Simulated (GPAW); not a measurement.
Consider Al2Pt (Fm-3m).

```xyz
3
Lattice="0.0000 2.9550 2.9550 2.9550 0.0000 2.9550 2.9550 2.9550 0.0000" Properties=species:S:1:pos:R:3 pbc="T T T"
Pt    0.0000    0.0000    0.0000
Al    4.4325    4.4325    4.4325
Al    1.4775    1.4775    1.4775
```

Absorber: atom 2, with 4 Pt at 2.56 Å and 6 Al at 2.96 Å (10-fold, site symmetry -43m). Method: GPAW, LDA, excited-electron core hole (neutral cell), 12-atom cell with 5.9 Å between holes, 5×5×5 k points, dipole transitions, Gaussian full width 0.9 eV up to 4 eV, rising linearly to 3.5 eV at 25 eV, without spin-orbit coupling.

The database entry behind the starting cell differs from later determinations by our own check (0.1 to 0.3 % short, probably kX units), so it need not match the best structure at ambient conditions.

Question: Predict the near-edge structure at the Al K edge.

Main maxima up to 24 eV above the zero (height): 0.3 eV (0.92), 5.3 eV (2.74), 8.6 eV (1.05) and 13.7 eV (1.09). A K edge sees empty p states on the absorber. The total-energy difference is 1563.36 eV. One term is added: -13.88 eV, since the hole is spin-paired here and a spin-polarised one costs that much less in the free atom (computed apart). The photon energy is then 1549.48 eV. The tabulated edge of the element is 1559 eV. The functional leaves an error in such absolute values: in the free atom LDA prices this hole 7.2 eV below PBE (computed apart), and PBE is itself good to a few eV.

The Al K spectrum (energy from the lowest empty level; intensity scaled to a mean of 1 over the first 20 eV):

```tsv
E (eV)	intensity
-2.0	0.00
-1.5	0.00
-1.0	0.00
-0.5	0.13
0.0	0.70
0.5	0.83
1.0	0.37
1.5	0.35
2.0	0.39
2.5	0.42
3.0	0.60
3.5	1.06
4.0	1.10
4.5	1.64
5.0	2.55
5.5	2.67
6.0	2.07
6.5	1.56
7.0	1.22
7.5	0.98
8.0	0.98
8.5	1.05
9.0	1.01
9.5	0.92
10.0	0.86
10.5	0.83
11.0	0.83
11.5	0.86
12.0	0.93
12.5	1.00
13.0	1.06
13.5	1.09
14.0	1.09
14.5	1.07
15.0	1.04
15.5	0.99
16.0	0.92
16.5	0.85
17.0	0.80
17.5	0.76
18.0	0.71
18.5	0.65
19.0	0.59
19.5	0.54
20.0	0.50
20.5	0.47
21.0	0.46
21.5	0.45
22.0	0.44
22.5	0.42
23.0	0.42
23.5	0.42
24.0	0.44
24.5	0.49
25.0	0.54
25.5	0.62
26.0	0.70
26.5	0.78
27.0	0.86
27.5	0.92
28.0	0.97
28.5	1.00
29.0	1.00
29.5	0.98
30.0	0.95
30.5	0.93
31.0	0.92
31.5	0.94
32.0	0.96
```

The holes are only 5.9 Å apart, so the shape is probably not converged with cell size; no larger cell was run here. The structure is a published determination, not relaxed.

[Banner, clock and machine lines of the logs are left out without a mark of their own.]

[Logs are printed without paths, hosts, clocks, repeated set-up lines and the standing remarks that a program may print on its own settings, such as how far it seeks lower states.]

[Hosts, paths, dates, database ids (printed as entryN), source tags and the programs' standing remarks are cut or masked in the printed files.]

[Lists of maxima count a maximum above −3 eV only where it reaches 4 % of the highest in the window and stands out from its surroundings by 2 % of it (1.5 % where it reaches 55 %); shoulders and weaker maxima are passed over, and of the rest the first, up to two pre-edge ones and the few strongest are named.]
